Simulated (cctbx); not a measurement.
# Lattice, Laue class and space group of a new crystal

Cell: a = 4.0680 Å, b = 4.0680 Å, c = 18.1960 Å, α = 90.00°, β = 90.00°, γ = 120.00°. Expected content of the cell: Tm2 La1 Si6 Al4.

Simulated single-crystal data (cctbx): synchrotron X-rays, λ = 0.4959 Å, to d = 0.7 Å, 50 % of the full sphere, strongest reflection 70000 counts, noise from counting, a 1.5 % proportional error and a noise floor of 4 counts (s.d.); no absorption.

Tests on the unmerged data give:

```text
1611 reflections to d = 0.702 A
centring   violations  <I/sigma> of those
    A        816 of   825     36.2
    B        801 of   810     36.5
    C        853 of   857     35.8
    I        808 of   817     36.2
    R       1056 of  1069     35.6
    F       1235 of  1246     36.1
Laue class    unique    Rint  (classes that these axes allow; Friedel mates merged)
P -1             1204   0.011
P 1 1 2/m         771   0.012
P -3              532   0.013
P -3 1 m          326   0.014
P -3 m 1          367   0.014
P 6/m             288   0.014
P 6/m m m         222   0.015
space group    extra absences  I>4sigma  <I/sigma>
P 6 2 2                 0          0         -  acentric
P 6 m m                 0          0         -  acentric
P -6 m 2                0          0         -  acentric
P -6 2 m                0          0         -  acentric
P 6/m m m               0          0         -  centric
Wilson B = 0.44 A^2   <|E^2-1|> = 0.765 (0.968 centric, 0.736 acentric)   E^2>4: 0.0 %
shell (A)         n   <I/sigma>
18.20 - 1.40     41     87.3
 1.40 - 1.12     31    100.2
 1.12 - 0.97     27     90.1
 0.97 - 0.89     26    100.2
 0.89 - 0.82     26     72.0
 0.82 - 0.77     24     85.5
 0.77 - 0.73     27     85.6
 0.73 - 0.70     20     79.2
```

Q: Read the symmetry from these tables.

Every centring test has many violations, so the lattice is primitive.

Rint stays low (0.011 to 0.015) up to P 6/m m m, the highest class in these axes.

5 settings pass the absence test. No glide or screw absences show, which leaves P 6 2 2, P 6 m m, P -6 m 2, P -6 2 m and P 6/m m m.

⟨|E²−1|⟩ = 0.765 leans to a non-centrosymmetric structure. Here that hint misleads, because twinning averages intensities and lowers the statistic. The Wilson B of 0.44 Å² means U ≈ 0.0056 Å².

The true group is P-3m1 (no. 164), Laue class -3m, centrosymmetric. It isn't in the list: the twinning raises the apparent Laue symmetry.

The crystal is twinned by the law (-1 0 0 0 -1 0 0 0 1) with a minor fraction of 0.5; Rint in the higher class falls towards the noise as the fraction nears 1/2.

The model is made up (kin elements in a known structure type, no relaxation), so it says nothing on whether the phase exists.

[Logs are printed without paths, hosts, clocks, repeated set-up lines and the standing remarks that a program may print on its own settings, such as how far it seeks lower states.]
